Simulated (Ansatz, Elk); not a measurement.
# How far do independent atoms describe Mg2B4Ru?

The structure of Mg2B4Ru used here is made up (a known structure type with other elements) and was relaxed beforehand with r2SCAN. The aim is the Fourier transform of its all-electron density, F(hkl), set beside the sum over free spherical atoms that refinements use.

Program: Elk 11.2.3 (patched build). Level of theory: DFT, PBE, all-electron APW+lo, Dirac cores, scalar-relativistic bands, static density, no spin. Results are calculated unless marked as measured.

The structure was built from a prototype and need not be the compound's stable phase.

**1. Starting point**

Symmetry: Immm, No. 71, orthorhombic system. The conventional cell has a = 3.035 Å, b = 3.373 Å, c = 14.088 Å, α = 90.00°, β = 90.00°, γ = 90.00°. Ru has 12 B at 2.37 to 2.44 Å nearest. Nearest to Mg lie 7 B at 2.38 to 2.82 Å. Nearest to B lie 3 B at 1.71 to 1.77 Å and 2 Mg at 2.38 Å and 4 Ru at 2.44 Å. B has 2 B at 1.71 Å and 2 Ru at 2.37 Å and 5 Mg at 2.44 to 2.82 Å nearest. Farther neighbours are not listed.

**2. Ground state and structure factors**

An all-electron density is needed, since X-rays see the cores too. Task 0 finds the density and task 195 Fourier-transforms it; tshift is off so that phases refer to the origin typed.

Contents of elk.in:

```
tasks
  0
  195

xctype
  20

spinpol
  .false.

rgkmax
  7.0

gmaxvr
  14.0

lmaxo
  7

lmaxapw
  8

swidth
  0.002

tshift
  .false.

ramdisk
  .false.

hmaxvr
  5.5

maxscl
  120

epspot
  1e-06

sppath
  './'

avec
  -2.86800288606 3.18727974313 13.31153218632
  2.86800288606 -3.18727974313 13.31153218632
  2.86800288606 3.18727974313 -13.31153218632

atoms
  3
  'Ru.in'
  1
  0.0000000000 0.5000000000 0.5000000000   0.000000 0.000000 0.000000
  'Mg.in'
  2
  0.8184443646 0.8184443646 0.0000000000   0.000000 0.000000 0.000000
  0.1815556354 0.1815556354 0.0000000000   0.000000 0.000000 0.000000
  'B.in'
  4
  0.5627627548 0.0627627548 0.5000000000   0.000000 0.000000 0.000000
  0.4372372452 0.9372372452 0.5000000000   0.000000 0.000000 0.000000
  0.6185120897 0.6185120897 0.0000000000   0.000000 0.000000 0.000000
  0.3814879103 0.3814879103 0.0000000000   0.000000 0.000000 0.000000

ngridk
  10 10 10
```

On the command line:

```sh
> OMP_NUM_THREADS=4 elk
```

Numbers of over 12 decimals in the logs are rounded to 6 here.

Output:

```text
┌─────────────────────────┐
│ Elk code version 11.2.3 │
└─────────────────────────┘

All units are atomic (Hartree, Bohr, etc.)

┌─────────────────────────────────────────────────┐
│ Ground-state run starting from atomic densities │
└─────────────────────────────────────────────────┘

Lattice vectors :
  -2.868002886       3.187279743       13.31153219
   2.868002886      -3.187279743       13.31153219
   2.868002886       3.187279743      -13.31153219

Reciprocal lattice vectors :
  0.1116819004E-16  0.9856658049      0.2360053380
   1.095393826      0.3221858843E-17  0.2360053380
   1.095393826      0.9856658049      0.9958557498E-17

Unit cell volume      :    486.7296518
Brillouin zone volume :   0.5096262628

Muffin-tin inner radius fraction :   0.1000000000E-01

Nuclei treated as point charges

Species : 1 (Ru)
 parameters loaded from : Ru.in
 name : ruthenium
 nuclear charge    :   -44.00000000
 electronic charge :    44.00000000
 atomic mass :    184239.3393
 muffin-tin radius :    2.600000000
 number of radial points in muffin-tin :   1193
 inner part over the whole radius :   0.9963931919E-02
 number on inner part of muffin-tin    :    849
 approximate nuclear radius :   0.8462081736E-04
 number of mesh points to nuclear radius :    422
 atomic positions (lattice), magnetic fields (Cartesian) :
  1 :   0.00000000  0.50000000  0.50000000    0.00000000  0.00000000  0.00000000

Species : 2 (Mg)
 parameters loaded from : Mg.in
 name : magnesium
 nuclear charge    :   -12.00000000
 electronic charge :    12.00000000
 atomic mass :    44305.30466
 muffin-tin radius :    2.200000000
 number of radial points in muffin-tin :    793
 inner part over the whole radius :   0.9941530515E-02
 number on inner part of muffin-tin    :    552
 approximate nuclear radius :   0.5710277704E-04
 number of mesh points to nuclear radius :    241
 atomic positions (lattice), magnetic fields (Cartesian) :
  1 :  -0.18155564 -0.18155564  0.00000000    0.00000000  0.00000000  0.00000000
  2 :   0.18155564  0.18155564  0.00000000    0.00000000  0.00000000  0.00000000

Species : 3 (B)
 parameters loaded from : B.in
 name : boron
 nuclear charge    :   -5.000000000
 electronic charge :    5.000000000
 atomic mass :    19707.24742
 muffin-tin radius :    1.589647331
 number of radial points in muffin-tin :    593
 inner part over the whole radius :   0.9866569643E-02
 number on inner part of muffin-tin    :    403
 approximate nuclear radius :   0.4534157419E-04
 number of mesh points to nuclear radius :    162
 atomic positions (lattice), magnetic fields (Cartesian) :
  1 :  -0.43723725  0.06276275  0.50000000    0.00000000  0.00000000  0.00000000
  2 :   0.43723725 -0.06276275  0.50000000    0.00000000  0.00000000  0.00000000
  3 :  -0.38148791 -0.38148791  0.00000000    0.00000000  0.00000000  0.00000000
  4 :   0.38148791  0.38148791  0.00000000    0.00000000  0.00000000  0.00000000

Total number of atoms per unit cell :    7
Total muffin-tin volume :    230.1322151
 ratio of muffin-tin to unit cell volume :   0.4728132223

Spin treatment :
 spin-unpolarised

Number of Bravais lattice symmetries :    8
Number of crystal symmetries         :    8
Crystal has inversion symmetry
Real symmetric eigensolver will be used

k-point grid :     10    10    10
k-point offset :    0.000000000       0.000000000       0.000000000
k-point set is reduced with full crystal symmetry group
Total number of k-points :      171

Muffin-tin radius times maximum |G+k| :    7.000000000
 using average radius
Maximum |G+k| for APW functions       :    3.668051978
Maximum (1/2)|G+k|²                   :    6.727302658
Maximum |G| for potential and density :    14.00000000
Constant for pseudocharge density :    9
 order of it for each species :   16  16  16
 order of it for pair densities of each species (exact exchange by exxq0 0: 17) :   16  13   5
Radial integration step length :    1

G-vector grid sizes :     63    63    63
Number of G-vectors :    22469

[...]
exchange                    :     -178.51725298837
 correlation                 :     -3.945642
 electron entropic           :    -0.93348633441246E-03
 total energy                :     -5034.4554308265

Density of states at Fermi energy :    74.82397630
 (states/Hartree/unit cell)

Estimated indirect band gap :   0.1971287768E-03
 from k-point 41 to k-point 135
Estimated direct band gap   :   0.1184516181E-01
 at k-point 139

Charges :
 core                        :    40.00000000
 valence                     :    48.00000000
 interstitial                :    9.873701192
 muffin-tins (core leakage)
  species : 1 (Ru)
[...]
species : 2 (Mg)
[...]
species : 3 (B)
[...]
total in muffin-tins        :    78.12629881
 total calculated charge     :    87.99798476
 total charge                :    88.00000000
 error                       :   0.2015242060E-02

RMS change in Kohn-Sham potential (target) :    3.357194205     (  0.1000000000E-05)
Absolute change in total energy (target)   :    1.933419250     (  0.1000000000E-03)

[... loops 3 to 18 left out ...]

┌──────────────────┐
│ Loop number : 19 │
└──────────────────┘

Energies :
 Fermi                       :     0.325449
 sum of occupied eigenvalues :     -2959.0397272244
 electron kinetic            :      5215.0718436974
 core electron kinetic       :      4941.1893515226
 Coulomb                     :     -10063.795945239
 Coulomb potential           :     -7936.0032059606
 nuclear-nuclear             :     -515.45168547494
 electron-nuclear            :     -11173.879495476
 Hartree                     :      1625.5352357120
 Madelung                    :     -6095.7943422587
 xc potential                :     -238.10836496119
 exchange                    :     -179.22329899271
 correlation                 :     -3.977452
 electron entropic           :    -0.60903071932556E-03
 total energy                :     -5031.9254610952

Density of states at Fermi energy :    46.58882773
 (states/Hartree/unit cell)

Estimated indirect band gap :   0.4710650056E-04
 from k-point 16 to k-point 48
Estimated direct band gap   :   0.6630578209E-02
 at k-point 8

Charges :
 core                        :    40.00000000
 valence                     :    48.00000000
 interstitial                :    9.423885634
 muffin-tins (core leakage)
  species : 1 (Ru)
[...]
species : 2 (Mg)
[...]
species : 3 (B)
[...]
total in muffin-tins        :    78.57611437
 total calculated charge     :    87.99818573
 total charge                :    88.00000000
 error                       :   0.1814269350E-02

RMS change in Kohn-Sham potential (target) :   0.4972524647E-06 (  0.1000000000E-05)
Absolute change in total energy (target)   :   0.9943787518E-06 (  0.1000000000E-03)

Convergence targets achieved

┌──────────────────┐
│ Loop number : 20 │
└──────────────────┘

Energies :
 Fermi                       :     0.325449
 sum of occupied eigenvalues :     -2959.0397312573
 electron kinetic            :      5215.0718479562
 core electron kinetic       :      4941.1893509227
 Coulomb                     :     -10063.795951153
 Coulomb potential           :     -7936.0031899081
 nuclear-nuclear             :     -515.45168547494
 electron-nuclear            :     -11173.879523604
 Hartree                     :      1625.5352579260
 Madelung                    :     -6095.7943561988
 xc potential                :     -238.10838930537
 exchange                    :     -179.22329945531
 correlation                 :     -3.977452
 electron entropic           :    -0.60903061437308E-03
 total energy                :     -5031.9254632225

Density of states at Fermi energy :    46.58881854
 (states/Hartree/unit cell)

Estimated indirect band gap :   0.4709759208E-04
 from k-point 16 to k-point 48
Estimated direct band gap   :   0.6630590433E-02
 at k-point 8

Charges :
 core                        :    40.00000000
 valence                     :    48.00000000
 interstitial                :    9.423885242
 muffin-tins (core leakage)
  species : 1 (Ru)
[...]
species : 2 (Mg)
[...]
species : 3 (B)
[...]
atom 2                    :    3.572120066     (  0.2959910326E-03)
   atom 3                    :    3.531346920     (  0.2945611901E-03)
   atom 4                    :    3.531346920     (  0.2945611901E-03)
 total in muffin-tins        :    78.57611476
 total calculated charge     :    87.99818573
 total charge                :    88.00000000
 error                       :   0.1814269203E-02

┌──────────────────────────────┐
│ Self-consistent loop stopped │
└──────────────────────────────┘

Warning : core states of species 3 leak from the muffin-tin :   0.2959910326E-03

Wrote STATE.OUT
```

Elapsed: 3.2 min, on 4 threads of Arm Neoverse V1, shared host; peak memory 0.24 GiB; 12 min of CPU time.

SFACRHO.OUT:

```text

h k l indices transformed by vhmat matrix:
   1.000000000       0.000000000       0.000000000    
   0.000000000       1.000000000       0.000000000    
   0.000000000       0.000000000       1.000000000    

      h      k      l  multipl.   |H|            Re(F)            Im(F)           |F|

      0      0      0      1   0.0000000       87.999998     -0.15485442E-15   87.999998    
     -1     -1      1      2  0.47201068       34.918912      0.12665120E-14   34.918912    
      2      2     -2      2  0.94402135       28.011116     -0.15831400E-14   28.011116    
      0      1     -1      4   1.0135263       33.882276      0.44327921E-14   33.882276    
     -1      0      1      4   1.1205294      -27.927795      0.54882188E-14   27.927795    
     -1     -2      2      4   1.2135995       20.366425      0.15620315E-13   20.366425    
     -2     -1      2      4   1.3042907      -46.047649      0.13298376E-13   46.047649    
      3      3     -3      2   1.4160320       43.212423      0.36728849E-13   43.212423    
      1     -1      0      4   1.4735755      -16.895138     -0.10446665E-13   16.895138    
      3      2     -2      4   1.5375305       53.223530      0.13509462E-13   53.223530    
      1      1     -2      8   1.5473263      -47.064177     -0.12242950E-13   47.064177    
      2      3     -2      4   1.6100778      -16.944949     -0.63325602E-14   16.944949    
      3      1     -2      8   1.7500289      -38.146944     -0.54882188E-14   38.146944    
     -4     -4      4      2   1.8880427       15.739491      0.29868575E-13   15.739491    
      3      4     -4      4   1.9237371       30.214096     -0.84434135E-15   30.214096    
     -1      1     -1      2   1.9713316       53.253424      0.34874784E-14   53.253424    
      3      4     -3      4   1.9821996      -37.334177     -0.27441094E-14   37.334177    
     -2      0      0      4   2.0270526       23.187396     -0.29551947E-14   23.187396
```

Elk indexes on the primitive cell of elk.in and gives |H| = 4π sin θ/λ in inverse bohr. Below, one row stands for each form hkl of the conventional cell (m members, Friedel mates merged), F is for one primitive cell and the density is static (no thermal factor). Free-atom factors are Waasmaier and Kirfel's, and R is Σm||F|−|F'||/Σm|F|.

```csv
hkl,m,sin θ/λ (Å⁻¹),"abs F, DFT",neutral atoms,diff.
002,2,0.071,34.919,34.771,+0.148
004,2,0.142,28.011,28.741,-0.730
011,4,0.152,33.882,34.826,-0.944
101,4,0.169,27.928,28.068,-0.140
013,4,0.182,20.366,20.188,+0.178
103,4,0.196,46.048,46.754,-0.706
006,2,0.213,43.212,43.939,-0.726
110,4,0.222,16.895,16.991,-0.096
015,4,0.231,53.224,53.180,+0.044
112,8,0.233,47.064,47.091,-0.027
105,4,0.242,16.945,17.017,-0.072
114,8,0.263,38.147,38.294,-0.147
008,2,0.284,15.739,15.806,-0.066
017,4,0.289,30.214,30.216,-0.002
020,2,0.296,53.253,52.996,+0.258
107,4,0.298,37.334,37.510,-0.176
022,4,0.305,23.187,23.088,+0.099
116,8,0.307,15.201,15.242,-0.041
024,4,0.329,22.622,22.756,-0.135
200,2,0.329,49.801,50.134,-0.334
202,4,0.337,21.934,21.993,-0.059
121,8,0.341,21.531,21.578,-0.047
```

**3. The highest occupied states alone**

An energy window below the Fermi level keeps the highest occupied states, to see at which angles they scatter; shallow core shells can lie inside it and anion s states outside. No new self-consistency is needed.

elk.in, as its differences from that of step 2:

```diff
@@ -1,3 +1,2 @@
 tasks
-  0
   195
@@ -40,2 +39,5 @@
 
+wsfac
+  -0.042040 0.625450
+
 sppath
```

On the command line:

```sh
> OMP_NUM_THREADS=4 elk
```

Output:

```text
┌─────────────────────────────────┐
│ Elk code version 11.2.3 started │
└─────────────────────────────────┘

Info(readinput): the functional depends on the density's gradient
 muffin-tin radial points multiplied by    2.00000
 (not where nrmtscf is given)

┌────────────────────┐
│ Current task : 195 │
└────────────────────┘
Info(checkmt): changed muffin-tin radius of species 3 (B) from   1.8000 to   1.5896

Info(sfacrho): density structure factors written to SFACRHO.OUT

 Energy window :  -0.4204000000E-01  0.6254500000

┌──────────────────┐
│ Elk code stopped │
└──────────────────┘
```

Run time: 11 s. Hardware: 4 threads; peak memory 0.18 GiB; 19 s of CPU time.

States within 10 eV below the Fermi level hold 20.82 electrons; any levels below the window count with the cores, and a count that is not whole means the window cuts a band. Their amplitudes can exceed the total, where window and core parts have opposite phase:

```csv
hkl,sin θ/λ (Å⁻¹),"abs F, window","abs F, all"
002,0.071,7.724,34.919
004,0.142,1.105,28.011
011,0.152,0.129,33.882
101,0.169,3.144,27.928
013,0.182,3.823,20.366
103,0.196,0.788,46.048
006,0.213,0.899,43.212
110,0.222,2.064,16.895
015,0.231,3.023,53.224
112,0.233,2.490,47.064
```

[end of part 1 of 2]

[Logs are printed without paths, hosts, clocks, repeated set-up lines and the standing remarks that a program may print on its own settings, such as how far it seeks lower states.]

[Hosts, paths, dates, database ids (printed as entryN), source tags and the programs' standing remarks are cut or masked in the printed files.]
